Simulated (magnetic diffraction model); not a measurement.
# Solving a magnetic structure from powder neutron data: RbHoSn

Space group P6_3/mmc (no. 194), a = 5.7270 Å, c = 9.0670 Å.

| site | atom | x | y | z |
| --- | --- | --- | --- | --- |
| 2a | Ho | 0 | 0 | 0 |
| 2c | Sn | 1/3 | 2/3 | 1/4 |
| 2d | Rb | 1/3 | 2/3 | 3/4 |

This is a made-up structure (elements placed in a structure type, unrelaxed), so the numbers test the method and describe no known phase.

Only Ho is taken to order (form factors of Ho3+); orders and moment sizes are assumed, and not adapted to the symmetry. Radiation: neutrons of λ = 1.909 Å, 2° to 65°; isotropic B of 0.12 Å² (Ho), 0.14 Å² (Sn) and 0.14 Å² (Rb). The intensities are simulated: I ∝ L Σ (|F_N|² + |F_M⊥|²) for unpolarised neutrons, with F_M = 2.695 fm/μB × Σ f(s) S exp(2πi Q·r) exp(−B s²) at Q = H ± k (one set where k and −k are equivalent), only the part normal to Q counting and L = 1/(sin²θ cos θ). For a modulated order the moment at position r is S exp(−2πi k·r) + c.c., with S = m/2 for a sine wave of amplitude m and S = m(u + iv)/2 for moments turning in a plane, u and v being orthogonal unit vectors in it; the phase factor of the sum at Q = H + k is then exp(2πi H·r). Form factors are spin-only for 3d ions and dipole or tabulated for f ions, scattering lengths are Sears's of 1992, and absorption is left out. A label names one of the reflections at its angle. The strongest nuclear line in the range is 100, and lines under 0.2 are left out.

Above the ordering temperature:

```csv
2θ (°),index,I
22.19,(1 0 0),0.9
24.31,(0 0 2),3.9
25.34,(1 0 1),0.4
33.15,(1 0 2),100.0
38.94,(1 1 0),78.5
45.27,(2 0 0),0.2
46.44,(1 1 2),7.1
49.81,(0 0 4),17.0
52.05,(2 0 2),44.7
55.16,(1 0 4),0.3
61.22,(2 1 0),0.3
64.97,(1 1 4),66.7
```

Below it (cell unchanged):

```
2θ (°)      I
 12.76  198.2
 22.19    0.9
 24.31    3.9
 25.34    0.4
 25.68   46.4
 27.55   59.0
 33.15  100.0
 34.19   49.8
 35.65   38.2
 38.94   78.5
 42.40   54.3
 45.27    0.2
 46.44    7.1
 47.23   23.8
 49.81   17.0
 51.63   13.3
 52.05   44.7
 52.78    9.2
 53.82   32.4
 55.16    0.3
 56.87   11.3
 57.94   14.6
 58.92   13.2
 61.22    0.3
 61.80   19.4
 63.76   22.0
 64.97   66.7
```

**Question.** Find the propagation vector, then choose among these models:
A. moments turning in the plane of [010] and [001], 7.1 μB on Ho; signs + at (0, 0, 0), + at (0, 0, 1/2)
B. moments turning in the plane of [100] and [010], 7.1 μB on Ho; signs + at (0, 0, 0), + at (0, 0, 1/2)
C. moments turning in the plane of [100] and [001], 7.1 μB on Ho; signs + at (0, 0, 0), + at (0, 0, 1/2)
D. a sine wave with moments along [010] (amplitudes given), 7.1 μB on Ho; signs + at (0, 0, 0), + at (0, 0, 1/2)

The new lines index as (1/3 1/3 0) at 12.76°, (2/3 2/3 0) at 25.68°, (1/3 1/3 2) at 27.55° and (4/3 1/3 0) at 34.19°, that is as H ± k with k = (1/3 1/3 0). Satellites come in pairs about each point of the reciprocal lattice.

Magnetic intensity, observed (below minus above) and for each model:

| 2θ (°) | index | observed | A | B | C | D |
| --- | --- | --- | --- | --- | --- | --- |
| 12.76 | (1/3 1/3 0) | 198.2 | 198.2 | 132.1 | 198.2 | 66.1 |
| 25.68 | (2/3 2/3 0) | 46.4 | 46.4 | 30.9 | 46.4 | 15.5 |
| 27.55 | (1/3 1/3 2) | 59.0 | 59.0 | 94.8 | 59.0 | 47.4 |
| 34.19 | (4/3 1/3 0) | 49.8 | 49.8 | 33.2 | 49.8 | 16.6 |
| 35.65 | (2/3 2/3 2) | 38.2 | 38.2 | 44.5 | 38.2 | 22.3 |
| 42.40 | (4/3 1/3 2) | 54.3 | 54.3 | 54.6 | 54.3 | 27.3 |
| 47.23 | (5/3 2/3 0) | 23.8 | 23.8 | 15.9 | 23.8 | 7.9 |
| 53.82 | (5/3 2/3 2) | 32.4 | 32.4 | 28.4 | 32.4 | 14.2 |

Models A and C match alike on every line, so these data can't choose among them (such ties are often domains of one structure).

The structure used: k = (1/3 1/3 0), moments turning in the plane of [100] and [001], 7.1 μB on Ho; signs + at (0, 0, 0), + at (0, 0, 1/2).

[Logs are printed without paths, hosts, clocks, repeated set-up lines and the standing remarks that a program may print on its own settings, such as how far it seeks lower states.]
